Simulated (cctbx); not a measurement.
# Resonant diffraction in Rb2CeTlI6

Space group Fm-3m (no. 225), a = 12.3840 Å, b = 12.3840 Å, c = 12.3840 Å, α = 90.00°, β = 90.00°, γ = 90.00°.

```
atom  mult.       x    y    z  Ueq (Å²)
 Tl1      4     1/2    0    0    0.0056
 Ce1      4       0    0    0    0.0074
  I1     24  0.2550    0    0    0.0077
 Rb1      8     1/4  1/4  3/4    0.0089
```

The model is made up (kin elements in a known structure type, no relaxation), so it says nothing on whether the phase exists.

Calculated with cctbx: free-atom f′ and f″ from the Sasaki tables, no fine structure; amplitudes in electrons.

| E (eV) | F 1 1 1 | F 0 0 4 | F 4 4 4 | F 1 3 1 |
| --- | --- | --- | --- | --- |
| 12058 | 98.0 | 1729.2 | 1403.6 | 48.1 |
| 12408 | 91.0 | 1720.7 | 1395.2 | 41.2 |
| 12538 | 85.5 | 1714.5 | 1389.2 | 35.7 |
| 12598 | 80.1 | 1708.9 | 1383.7 | 30.4 |
| 12628 | 74.7 | 1703.4 | 1378.4 | 25.1 |
| 12643 | 69.3 | 1698.1 | 1373.1 | 19.8 |
| 12650 | 64.5 | 1693.3 | 1368.4 | 15.1 |
| 12654 | 59.4 | 1688.1 | 1363.4 | 10.2 |
| 12662 | 63.1 | 1688.7 | 1364.3 | 22.9 |
| 12666 | 68.5 | 1694.4 | 1369.9 | 25.6 |
| 12673 | 73.4 | 1699.5 | 1374.9 | 28.8 |
| 12688 | 78.6 | 1704.9 | 1380.2 | 32.7 |
| 12718 | 83.9 | 1710.3 | 1385.4 | 37.1 |
| 12808 | 90.9 | 1717.0 | 1391.9 | 43.2 |
| 13058 | 98.2 | 1723.1 | 1397.8 | 49.7 |

**Question.** Which edge is crossed, and why do the reflections move as they do?

The L3 edge of Tl. The edge is at 12658 eV. f′ of Tl falls from -12.2 e at 12538 eV to -18.7 e at 4 eV below it, and f″ steps from 3.93 to 10.14 e across it. Over that approach |F| changes by -31 % (1 1 1), -2 % (0 0 4), -2 % (4 4 4) and -71 % (1 3 1): a reflection falls where Tl scatters in phase with the total and rises where it scatters against it; it hardly moves where the Tl term is small or cancels by symmetry. Above the edge the larger f″ enters the imaginary part, where it can add to or cancel the other atoms' f″. The structure is centrosymmetric, so Friedel mates stay equal.

[Logs are printed without paths, hosts, clocks, repeated set-up lines and the standing remarks that a program may print on its own settings, such as how far it seeks lower states.]
